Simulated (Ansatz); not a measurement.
# Y on Zr(0001): change of the work function, part 2 of 6

Aim: the work function of Zr(0001) at several coverages of Y (hcp site), and the dipole that each adsorbate carries.

Ansatz 0.2.0; plane-wave DFT, PBE, Ansatz PAW.

So far, work function, upper face (eV): step 2 (the clean slab) 4.17.

### Step 3. The covered slab, k-mesh 4×4×1, coverage 0.111 ML

System of this step: Y/Zr(0001). The cell holds 37 atoms: 36 Zr and 1 Y. Its edges and angles: a = 9.690 Å, b = 9.690 Å, c = 29.028 Å, α = 90.0°, β = 90.0°, γ = 60.0°. Vacuum lies along c.

The clean slab as it ended is repeated in the plane and the adsorbate is set on one face; the cell's size fixes the coverage, and the k-mesh shrinks with it to keep the sampling density about even. Adsorbate and upper layers relax, since the dipole depends on the height.

Input file input.yaml:

```yaml
crystal:
  lattice:
    - [9.69, 0.0, 0.0]
    - [4.845, 8.3917861626, 0.0]
    - [0.0, 0.0, 29.0284678542]
  atoms:
    - { symbol: Zr, position: [0.2222222222, 0.2222222222, 0.3100404763] }
    - { symbol: Zr, position: [0.0, 0.0, 0.3986670967] }
    - { symbol: Zr, position: [0.2222222222, 0.2222222222, 0.4906967864] }
    - { symbol: Zr, position: [0.0, 0.0, 0.5746176813] }
    - { symbol: Zr, position: [0.2222222222, 0.5555555556, 0.3100404763] }
    - { symbol: Zr, position: [0.0, 0.3333333333, 0.3986670967] }
    - { symbol: Zr, position: [0.2222222222, 0.5555555556, 0.4906967864] }
    - { symbol: Zr, position: [0.0, 0.3333333333, 0.5746176813] }
    - { symbol: Zr, position: [0.2222222222, 0.8888888889, 0.3100404763] }
    - { symbol: Zr, position: [0.0, 0.6666666667, 0.3986670967] }
    - { symbol: Zr, position: [0.2222222222, 0.8888888889, 0.4906967864] }
    - { symbol: Zr, position: [0.0, 0.6666666667, 0.5746176813] }
    - { symbol: Zr, position: [0.5555555556, 0.2222222222, 0.3100404763] }
    - { symbol: Zr, position: [0.3333333333, 0.0, 0.3986670967] }
    - { symbol: Zr, position: [0.5555555556, 0.2222222222, 0.4906967864] }
    - { symbol: Zr, position: [0.3333333333, 0.0, 0.5746176813] }
    - { symbol: Zr, position: [0.5555555556, 0.5555555556, 0.3100404763] }
    - { symbol: Zr, position: [0.3333333333, 0.3333333333, 0.3986670967] }
    - { symbol: Zr, position: [0.5555555556, 0.5555555556, 0.4906967864] }
    - { symbol: Zr, position: [0.3333333333, 0.3333333333, 0.5746176813] }
    - { symbol: Zr, position: [0.5555555556, 0.8888888889, 0.3100404763] }
    - { symbol: Zr, position: [0.3333333333, 0.6666666667, 0.3986670967] }
    - { symbol: Zr, position: [0.5555555556, 0.8888888889, 0.4906967864] }
    - { symbol: Zr, position: [0.3333333333, 0.6666666667, 0.5746176813] }
    - { symbol: Zr, position: [0.8888888889, 0.2222222222, 0.3100404763] }
    - { symbol: Zr, position: [0.6666666667, 0.0, 0.3986670967] }
    - { symbol: Zr, position: [0.8888888889, 0.2222222222, 0.4906967864] }
    - { symbol: Zr, position: [0.6666666667, 0.0, 0.5746176813] }
    - { symbol: Zr, position: [0.8888888889, 0.5555555556, 0.3100404763] }
    - { symbol: Zr, position: [0.6666666667, 0.3333333333, 0.3986670967] }
    - { symbol: Zr, position: [0.8888888889, 0.5555555556, 0.4906967864] }
    - { symbol: Zr, position: [0.6666666667, 0.3333333333, 0.5746176813] }
    - { symbol: Zr, position: [0.8888888889, 0.8888888889, 0.3100404763] }
    - { symbol: Zr, position: [0.6666666667, 0.6666666667, 0.3986670967] }
    - { symbol: Zr, position: [0.8888888889, 0.8888888889, 0.4906967864] }
    - { symbol: Zr, position: [0.6666666667, 0.6666666667, 0.5746176813] }
    - { symbol: "Y", position: [0.2222222222, 0.2222222222, 0.6899595237] }
kpoints:
  mp_grid: { grid: [4, 4, 1] }
hamiltonian:
  xc: pbe
scf:
  occupations: { method: fermi_dirac, width: 0.1 }
  convergence: { dr2_threshold: 1.0e-08 }
efield:
  axis: 3
  dipole_correction: true
  ramp_position: 0.97
  ramp_width: 0.06
relax:
  f_tol: 0.02
  max_steps: 60
  constraints:
    - { sites: [0, 1, 4, 5, 8, 9, 12, 13, 16, 17, 20, 21, 24, 25, 28, 29, 32, 33] }
output:
  bader: true
  write_potential: true
  write_density: true
  volumetric_format: npy
```

Started as:

```console
$ ansatz run input.yaml --threads 4 --pin off --max-ram 12288MiB --backend cpu --events-out ev --progress --plain --runs-dir out
```

Numbers of over 12 decimals in the logs are rounded to 6 here.

Log:

```text
[...]
Crystal: 37 atoms, lattice volume = 2360.491 Å³
Basis set: ecut = 420 eV, 46141 PW (Γ), exchange–correlation on 144×144×400 points (8 copies of the dense FFT grid, shifted against one another)
Bands: 266, of which v1, the nominal top of the filled ones, is band 222 counted from 1 (221 counted from 0)
Symmetry: 6 space group operations
[...]
k-points: 4 of 16 (time reversal used)
[...]
SCF iter   1: F=—  HF=-154449.570418 eV  |F-HF|=—  |Δ(HF+E_count)|=         —  Δρ=4.23e-3  dr2=3.47e0  ethr=1.77e-3  p=0.504 e·Å  D=3.86e-2 V/Å  ΔV_dip=-1.12 eV  dr2_dipole=5.14e-1  V_vac-E_F(+/−)=3.00/4.13 eV  ⟨swp⟩=10.5  Hψ=5389  notcnv=0
[...]
SCF iter  10: F=-154449.484960 eV  HF=-154449.484960 eV  |F-HF|=5.41e-9  |Δ(HF+E_count)|=   4.75e-8  Δρ=2.75e-7  dr2=4.46e-9  ethr=2.26e-12  p=0.536 e·Å  D=4.11e-2 V/Å  ΔV_dip=-1.19 eV  dr2_dipole=2.64e-12  V_vac-E_F(+/−)=2.99/4.18 eV  ⟨swp⟩=14.0  Hψ=9831  notcnv=0
SCF 1 converged in 10 iterations: F = -154449.484960 eV  dr2 = 4.46e-9
[...]
relax step   1: F+E_penalty+E_count = -154449.48496044 eV  Δ(F+E_penalty+E_count) = +0.000e0 eV  max|allowed force component| = 2.109e0 eV/Å  Δτ_max = 0.0000 Å  (10 SCF iters, accepted)
[...]
SCF iter   1: F=—  HF=-154450.086525 eV  |F-HF|=—  |Δ(HF+E_count)|=         —  Δρ=2.34e-3  dr2=1.09e0  ethr=2.16e-4  p=0.536 e·Å  D=4.11e-2 V/Å  ΔV_dip=-1.19 eV  dr2_dipole=1.51e-1  V_vac-E_F(+/−)=2.99/4.18 eV  ⟨swp⟩=1.8  Hψ=4225  notcnv=0
[...]
eigensolver tolerance schedule calibrated: the retry pair's looser diagonalisation under-reported the residual by θ = 0.12 (0.11/decade); ethr = c·dr2/N_el runs at the constant in force after the calibration composes with the one it found (an armed cap, an earlier calibration), c = 9.0e-2
[...]
SCF iter   2: F=—  HF=-154450.014542 eV  |F-HF|=—  |Δ(HF+E_count)|=   7.20e-2  Δρ=1.14e-3  dr2=1.63e-1  ethr=2.16e-4  p=0.544 e·Å  D=4.17e-2 V/Å  ΔV_dip=-1.21 eV  dr2_dipole=8.31e-3  V_vac-E_F(+/−)=2.97/4.18 eV  ⟨swp⟩=2.8  Hψ=2254  notcnv=0
[...]
SCF iter   9: F=-154450.002592 eV  HF=-154450.002592 eV  |F-HF|=7.83e-9  |Δ(HF+E_count)|=   8.59e-8  Δρ=4.07e-7  dr2=9.51e-9  ethr=2.02e-12  p=0.548 e·Å  D=4.20e-2 V/Å  ΔV_dip=-1.22 eV  dr2_dipole=3.74e-10  V_vac-E_F(+/−)=2.96/4.18 eV  ⟨swp⟩=16.0  Hψ=10951  notcnv=0
SCF 2 converged in 9 iterations: F = -154450.002592 eV  dr2 = 9.51e-9
[...]
relax step   2: F+E_penalty+E_count = -154450.00259154 eV  Δ(F+E_penalty+E_count) = -5.176e-1 eV  max|allowed force component| = 2.052e0 eV/Å  Δτ_max = 0.1948 Å  (9 SCF iters, accepted)
SCF iter   1: F=—  HF=-154450.482843 eV  |F-HF|=—  |Δ(HF+E_count)|=         —  Δρ=2.33e-3  dr2=1.51e0  ethr=1.97e-3  p=0.548 e·Å  D=4.20e-2 V/Å  ΔV_dip=-1.22 eV  dr2_dipole=4.18e-1  V_vac-E_F(+/−)=2.97/4.19 eV  ⟨swp⟩=8.8  Hψ=2891  notcnv=0
[...]
SCF iter  10: F=-154450.410789 eV  HF=-154450.410789 eV  |F-HF|=9.90e-10  |Δ(HF+E_count)|=   7.22e-9  Δρ=9.36e-8  dr2=3.65e-10  ethr=2.26e-12  p=0.530 e·Å  D=4.07e-2 V/Å  ΔV_dip=-1.18 eV  dr2_dipole=2.05e-11  V_vac-E_F(+/−)=3.00/4.18 eV  ⟨swp⟩=8.8  Hψ=6476  notcnv=0
SCF 3 converged in 10 iterations: F = -154450.410789 eV  dr2 = 3.65e-10
relax step   3: F+E_penalty+E_count = -154450.41078896 eV  Δ(F+E_penalty+E_count) = -4.082e-1 eV  max|allowed force component| = 1.631e0 eV/Å  Δτ_max = 0.1917 Å  (10 SCF iters, accepted)
[...]
relax step   4: F+E_penalty+E_count = -154450.68839809 eV  Δ(F+E_penalty+E_count) = -2.776e-1 eV  max|allowed force component| = 8.552e-1 eV/Å  Δτ_max = 0.1971 Å  (9 SCF iters, accepted)
[...]
relax step   5: F+E_penalty+E_count = -154450.84961321 eV  Δ(F+E_penalty+E_count) = -1.612e-1 eV  max|allowed force component| = 4.643e-1 eV/Å  Δτ_max = 0.2000 Å  (10 SCF iters, accepted)
[...]
relax step   6: F+E_penalty+E_count = -154450.87840437 eV  Δ(F+E_penalty+E_count) = -2.879e-2 eV  max|allowed force component| = 2.392e-1 eV/Å  Δτ_max = 0.1390 Å  (9 SCF iters, accepted)
[...]
relax step   7: F+E_penalty+E_count = -154450.87846322 eV  Δ(F+E_penalty+E_count) = -5.885e-5 eV  max|allowed force component| = 1.137e-1 eV/Å  Δτ_max = 0.0536 Å  (9 SCF iters, accepted)
[...]
relax step   8: F+E_penalty+E_count = -154450.88445462 eV  Δ(F+E_penalty+E_count) = -5.991e-3 eV  max|allowed force component| = 5.002e-2 eV/Å  Δτ_max = 0.0396 Å  (9 SCF iters, accepted)
SCF iter   1: F=—  HF=-154450.887904 eV  |F-HF|=—  |Δ(HF+E_count)|=         —  Δρ=2.15e-4  dr2=9.02e-3  ethr=2.07e-5  p=0.453 e·Å  D=3.48e-2 V/Å  ΔV_dip=-1.01 eV  dr2_dipole=2.97e-4  V_vac-E_F(+/−)=3.18/4.19 eV  ⟨swp⟩=9.0  Hψ=2540  notcnv=0
[...]
SCF iter   7: F=-154450.885213 eV  HF=-154450.885213 eV  |F-HF|=4.63e-9  |Δ(HF+E_count)|=   3.95e-8  Δρ=2.60e-7  dr2=4.49e-9  ethr=2.26e-12  p=0.452 e·Å  D=3.47e-2 V/Å  ΔV_dip=-1.01 eV  dr2_dipole=1.45e-10  V_vac-E_F(+/−)=3.18/4.19 eV  ⟨swp⟩=11.0  Hψ=7665  notcnv=0
SCF 9 converged in 7 iterations: F = -154450.885213 eV  dr2 = 4.49e-9
relax step   9: F+E_penalty+E_count = -154450.88521328 eV  Δ(F+E_penalty+E_count) = -7.587e-4 eV  max|allowed force component| = 2.993e-3 eV/Å  Δτ_max = 0.0053 Å  (7 SCF iters, accepted)
NSCF: frozen V_eff on 4 k-points
the search or the solves at the SCF's close seem to have found levels that the self-consistency loop had missed (the run counts 2). By its estimate they hold 1.95e-6 electrons. The energies and the density leave them out; if the run goes on with those levels, later outputs use occupations computed again with them
SCF converged after 7 iterations
Free energy (F): -154450.885213 eV
[...]
Internal energy: -154448.964481 eV  (E = F + TS)
E sigma→0 (E₀):  -154449.924847 eV
Entropy (-TS):   -1.920732 eV (-51.912 meV/atom)
Fermi energy:    2.872853 eV
Dipole field:    D = 0.034661 V/Å  (p = 0.452156 e·Å, saw-weighted, corrected)
Work function:   Φ+ = 3.1803 eV   Φ− = 4.1865 eV
[...]
--- Forces (eV/Å), atoms counted from 1 ---
  atom   1  Zr     0.00000000     0.00000000     0.37619867
  atom   2  Zr     0.00523038     0.00301976    -0.33507998
  atom   3  Zr    -0.00000000    -0.00000000     0.00260103
  atom   4  Zr    -0.00111299    -0.00064259     0.00042194
  atom   5  Zr    -0.01270821    -0.01267592     0.43707716
  atom   6  Zr    -0.10457465     0.06037620    -0.54801092
  atom   7  Zr    -0.00028047     0.00042354    -0.00112923
  atom   8  Zr     0.00109672    -0.00063319     0.00299347
  atom   9  Zr     0.00462357     0.01734359     0.43707716
  atom  10  Zr    -0.00000000    -0.00603952    -0.33507998
  atom  11  Zr    -0.00050703     0.00003113    -0.00112923
  atom  12  Zr     0.00000000     0.00128517     0.00042194
  atom  13  Zr    -0.01733178    -0.00466767     0.43707716
  atom  14  Zr     0.00000000    -0.12075240    -0.54801092
  atom  15  Zr     0.00022656    -0.00045467    -0.00112923
  atom  16  Zr     0.00000000     0.00126638     0.00299347
  atom  17  Zr     0.00000000    -0.00000000     0.48703835
  atom  18  Zr     0.10457465     0.06037620    -0.54801092
  atom  19  Zr     0.00000000    -0.00000000    -0.00278181
  atom  20  Zr    -0.00109672    -0.00063319     0.00299347
  atom  21  Zr    -0.00462357     0.01734359     0.43707716
  atom  22  Zr     0.04687179    -0.02706144    -0.43606256
  atom  23  Zr     0.00050703     0.00003113    -0.00112923
  atom  24  Zr     0.00195217    -0.00112709     0.00050243
  atom  25  Zr     0.01733178    -0.00466767     0.43707716
  atom  26  Zr    -0.00523038     0.00301976    -0.33507998
  atom  27  Zr    -0.00022656    -0.00045467    -0.00112923
  atom  28  Zr     0.00111299    -0.00064259     0.00042194
  atom  29  Zr     0.01270821    -0.01267592     0.43707716
  atom  30  Zr    -0.00000000     0.05412289    -0.43606256
  atom  31  Zr     0.00028047     0.00042354    -0.00112923
  atom  32  Zr     0.00000000     0.00225417     0.00050243
  atom  33  Zr    -0.00000000    -0.00000000     0.46551211
  atom  34  Zr    -0.04687179    -0.02706144    -0.43606256
  atom  35  Zr    -0.00000000    -0.00000000     0.00234879
  atom  36  Zr    -0.00195217    -0.00112709     0.00050243
  atom  37  Y      0.00000000    -0.00000000    -0.00089926
  max |Σ_I F_I| component: 1.37e-6 eV/Å
--- Band table (eV) ---
  k-point 0: bands = [... 218 lower, 2.9632, 2.9700, 2.9743, 2.9743, 2.9920, 3.0054, 3.0125, 3.0125, ... 40 higher]
  k-point 1: bands = [... 218 lower, 2.7562, 2.7953, 2.8435, 2.8510, 2.8849, 2.9714, 3.0066, 3.0723, ... 40 higher]
  k-point 2: bands = [... 218 lower, 2.7666, 2.8014, 2.8570, 2.8628, 2.8998, 2.9236, 2.9367, 2.9959, ... 40 higher]
  k-point 3: bands = [... 218 lower, 2.7550, 2.7987, 2.8197, 2.8337, 2.8566, 2.8712, 2.9145, 3.0227, ... 40 higher]
--- Relaxed structure (9 steps of the walk, 9 accepted, 0 SCFs on fresh bases) ---
  F+E_penalty+E_count = -154450.88521328 eV   max|allowed force component| = 2.993e-3 eV/Å
  atoms:
    - { symbol: Zr, position: [0.222222, 0.222222, 0.3100404763] }
    - { symbol: Zr, position: [-1.111112578321126e-11, -1.1111125783211261e-11, 0.3986670967] }
    - { symbol: Zr, position: [0.222222, 0.222222, 0.484855] }
    - { symbol: Zr, position: [0.0018875, 0.0018875, 0.579396] }
    - { symbol: Zr, position: [0.222222, 0.555556, 0.3100404763] }
    - { symbol: Zr, position: [2.2222224060897133e-11, 0.333333, 0.3986670967] }
    - { symbol: Zr, position: [0.216977, 0.559996, 0.490200] }
    - { symbol: Zr, position: [0.00703111, 0.329818, 0.570977] }
    - { symbol: Zr, position: [0.222222, 0.888889, 0.3100404763] }
    - { symbol: Zr, position: [-1.1111112030448567e-11, 0.666667, 0.3986670967] }
    - { symbol: Zr, position: [0.216977, 0.889694, 0.490200] }
    - { symbol: Zr, position: [0.0018875, 0.662892, 0.579396] }
    - { symbol: Zr, position: [0.555556, 0.222222, 0.3100404763] }
    - { symbol: Zr, position: [0.333333, 2.2222210308134437e-11, 0.3986670967] }
    - { symbol: Zr, position: [0.559996, 0.216977, 0.490200] }
    - { symbol: Zr, position: [0.329818, 0.00703111, 0.570977] }
    - { symbol: Zr, position: [0.555556, 0.555556, 0.3100404763] }
    - { symbol: Zr, position: [0.333333, 0.333333, 0.3986670967] }
    - { symbol: Zr, position: [0.555556, 0.555556, 0.493836] }
    - { symbol: Zr, position: [0.329818, 0.329818, 0.570977] }
    - { symbol: Zr, position: [0.555556, 0.888889, 0.3100404763] }
    - { symbol: Zr, position: [0.333333, 0.666667, 0.3986670967] }
    - { symbol: Zr, position: [0.559996, 0.889694, 0.490200] }
    - { symbol: Zr, position: [0.327564, 0.669552, 0.576473] }
    - { symbol: Zr, position: [0.888889, 0.222222, 0.3100404763] }
    - { symbol: Zr, position: [0.666667, -1.1111125783211261e-11, 0.3986670967] }
    - { symbol: Zr, position: [0.889694, 0.216977, 0.490200] }
    - { symbol: Zr, position: [0.662892, 0.0018875, 0.579396] }
    - { symbol: Zr, position: [0.888889, 0.555556, 0.3100404763] }
    - { symbol: Zr, position: [0.666667, 0.333333, 0.3986670967] }
    - { symbol: Zr, position: [0.889694, 0.559996, 0.490200] }
    - { symbol: Zr, position: [0.669552, 0.327564, 0.576473] }
    - { symbol: Zr, position: [0.888889, 0.888889, 0.3100404763] }
    - { symbol: Zr, position: [0.666667, 0.666667, 0.3986670967] }
    - { symbol: Zr, position: [0.888889, 0.888889, 0.493441] }
    - { symbol: Zr, position: [0.669552, 0.669552, 0.576473] }
    - { symbol: Y, position: [0.222222, 0.222222, 0.658861] }
--- Bader charges: 37 sites ---
  site symbol  charge [e]  shift [e] shared [e]
     0     Zr     -0.0653     0.0000    -0.0653
     1     Zr      0.0613     0.0000     0.0584
     2     Zr     -0.0150     0.0000    -0.0150
     3     Zr     -0.0111     0.0000    -0.0111
     4     Zr     -0.0634     0.0000    -0.0634
     5     Zr      0.0938     0.0000     0.0938
     6     Zr      0.1054     0.0000     0.1054
     7     Zr     -0.2460     0.0000    -0.2460
     8     Zr     -0.0634     0.0000    -0.0634
     9     Zr      0.0613     0.0000     0.0584
    10     Zr      0.1054     0.0000     0.1054
    11     Zr     -0.0111     0.0000    -0.0111
    12     Zr     -0.0634     0.0000    -0.0634
    13     Zr      0.0939     0.0000     0.0939
    14     Zr      0.1054     0.0000     0.1054
    15     Zr     -0.2460     0.0000    -0.2460
    16     Zr     -0.0596     0.0000    -0.0715
    17     Zr      0.0939     0.0000     0.0939
    18     Zr      0.1622     0.0000     0.1616
    19     Zr     -0.2460     0.0000    -0.2460
    20     Zr     -0.0634     0.0000    -0.0634
    21     Zr      0.0527     0.0000     0.0495
    22     Zr      0.1054     0.0000     0.1054
    23     Zr     -0.1674     0.0000    -0.1674
    24     Zr     -0.0634     0.0000    -0.0634
    25     Zr      0.0613     0.0000     0.0584
    26     Zr      0.1054     0.0000     0.1054
    27     Zr     -0.0111     0.0000    -0.0111
    28     Zr     -0.0634     0.0000    -0.0634
    29     Zr      0.0527     0.0000     0.0495
    30     Zr      0.1054     0.0000     0.1054
    31     Zr     -0.1674     0.0000    -0.1674
    32     Zr     -0.0594     0.0000    -0.0717
    33     Zr      0.0527     0.0000     0.0495
    34     Zr     -0.0094     0.0000    -0.0100
    35     Zr     -0.1674     0.0000    -0.1674
    36      Y      0.4880     0.0000     0.4880
  maxima off the nuclei: 2, with 0.0439 electrons
  on the straight line to a nucleus their density falls by 6.4e-5 to 7.1e-5 of itself; PAW files or a low cutoff
  can make one that falls by little (a run on other files and one at a higher cutoff tell): if they did, read the shared
  charge, to which what the maxima have on the atom's side is counted
  estimated error of the sums over rays = 6.3e-4 e
```

Elapsed: 25 min, on 4 threads of Arm Neoverse V1, shared host; peak memory 10 GiB; 74 min of CPU time.

Relaxation path:

| step | energy less that of the first step (eV) | largest force component (eV/Å) |
| --- | --- | --- |
| 1 | 0.0000 | 2.1090 |
| 2 | -0.5176 | 2.0522 |
| 3 | -0.9258 | 1.6307 |
| 4 | -1.2034 | 0.8552 |
| 5 | -1.3647 | 0.4643 |
| 6 | -1.3934 | 0.2392 |
| 7 | -1.3935 | 0.1137 |
| 8 | -1.3995 | 0.0500 |
| 9 | -1.4003 | 0.0030 |

The run keeps the 6 symmetry operations that it works with, so distortions that break them were not tested.

The atoms that moved most (Å):

| atom | dx | dy | dz | length |
| --- | --- | --- | --- | --- |
| Y37 | 0.000 | 0.000 | -0.903 | 0.903 |
| Zr3 | 0.000 | 0.000 | -0.170 | 0.170 |
| Zr28 | -0.027 | 0.016 | 0.139 | 0.142 |
| Zr12 | 0.000 | -0.032 | 0.139 | 0.142 |
| Zr4 | 0.027 | 0.016 | 0.139 | 0.142 |
| Zr20 | -0.051 | -0.030 | -0.106 | 0.121 |
| Zr16 | 0.000 | 0.059 | -0.106 | 0.121 |
| Zr8 | 0.051 | -0.030 | -0.106 | 0.121 |

Final coordinates:

```cif
data_structure
_symmetry_space_group_name_H-M 'P 1'
_symmetry_Int_Tables_number 1
_cell_length_a 9.6900
_cell_length_b 9.6900
_cell_length_c 29.0285
_cell_angle_alpha 90.000
_cell_angle_beta 90.000
_cell_angle_gamma 60.000
_cell_volume 2360.49
loop_
_atom_site_label
_atom_site_type_symbol
_atom_site_fract_x
_atom_site_fract_y
_atom_site_fract_z
_atom_site_occupancy
Zr1 Zr 0.22222 0.22222 0.31004 1
Zr2 Zr 0.00000 0.00000 0.39867 1
Zr3 Zr 0.22222 0.22222 0.48486 1
Zr4 Zr 0.00189 0.00189 0.57940 1
Zr5 Zr 0.22222 0.55556 0.31004 1
Zr6 Zr 0.00000 0.33333 0.39867 1
Zr7 Zr 0.21698 0.56000 0.49020 1
Zr8 Zr 0.00703 0.32982 0.57098 1
Zr9 Zr 0.22222 0.88889 0.31004 1
Zr10 Zr 0.00000 0.66667 0.39867 1
Zr11 Zr 0.21698 0.88969 0.49020 1
Zr12 Zr 0.00189 0.66289 0.57940 1
Zr13 Zr 0.55556 0.22222 0.31004 1
Zr14 Zr 0.33333 0.00000 0.39867 1
Zr15 Zr 0.56000 0.21698 0.49020 1
Zr16 Zr 0.32982 0.00703 0.57098 1
Zr17 Zr 0.55556 0.55556 0.31004 1
Zr18 Zr 0.33333 0.33333 0.39867 1
Zr19 Zr 0.55556 0.55556 0.49384 1
Zr20 Zr 0.32982 0.32982 0.57098 1
Zr21 Zr 0.55556 0.88889 0.31004 1
Zr22 Zr 0.33333 0.66667 0.39867 1
Zr23 Zr 0.56000 0.88969 0.49020 1
Zr24 Zr 0.32756 0.66955 0.57647 1
Zr25 Zr 0.88889 0.22222 0.31004 1
Zr26 Zr 0.66667 0.00000 0.39867 1
Zr27 Zr 0.88969 0.21698 0.49020 1
Zr28 Zr 0.66289 0.00189 0.57940 1
Zr29 Zr 0.88889 0.55556 0.31004 1
Zr30 Zr 0.66667 0.33333 0.39867 1
Zr31 Zr 0.88969 0.56000 0.49020 1
Zr32 Zr 0.66955 0.32756 0.57647 1
Zr33 Zr 0.88889 0.88889 0.31004 1
Zr34 Zr 0.66667 0.66667 0.39867 1
Zr35 Zr 0.88889 0.88889 0.49344 1
Zr36 Zr 0.66955 0.66955 0.57647 1
Y37 Y 0.22222 0.22222 0.65886 1
```

Numbers from this step:

```
energy at zero smearing        : -154449.9248 eV
work function, upper face      : 3.180 eV
work function, lower face      : 4.187 eV
dipole along the normal        : 0.4522 e·Å
step between the vacuum levels : -1.006 eV
```

Running mean over 2.573 Å of the planar mean; the ramp of the sawtooth is left out. Table of electron's electrostatic potential energy less the Fermi level by z:

z (Å), electron's electrostatic potential energy less the Fermi level (eV) and a bar from the least value:
```
        4       4.18 ##############################
        5       4.16 ##############################
        6       3.92 #############################
        7       2.13 #########################
        8      -5.13 #########
        9      -8.45 #
       10      -8.32 #
       11      -8.29 #
       12      -8.18 ##
       13      -7.68 ###
       14      -8.25 #
       15      -8.86 
       16      -8.81 
       17      -8.17 ##
       18      -3.54 ############
       19       1.38 ########################
       20       2.22 #########################
       21       2.93 ###########################
       22       3.15 ############################
       23       3.18 ############################
       24       3.18 ############################
       25       3.18 ############################
```

The relaxation took 9 steps and lowered the energy by 1.4 eV; the largest force on the free atoms ends at 0.0030 eV/Å.

The covered face has 3.18 eV, -0.99 eV against the clean one; the bare back face has moved by +0.00 eV, a measure of how thin the slab is.

(Continued in part 3 of 6.)

[Logs are printed without paths, hosts, clocks, repeated set-up lines and the standing remarks that a program may print on its own settings, such as how far it seeks lower states.]

[Hosts, paths, dates, database ids (printed as entryN), source tags and the programs' standing remarks are cut or masked in the printed files.]

[Maps of the electrostatic potential energy from Ansatz leave out the sawtooth potential of an applied field or a dipole correction, so their vacuum need not be flat; planar profiles and work functions include it.]
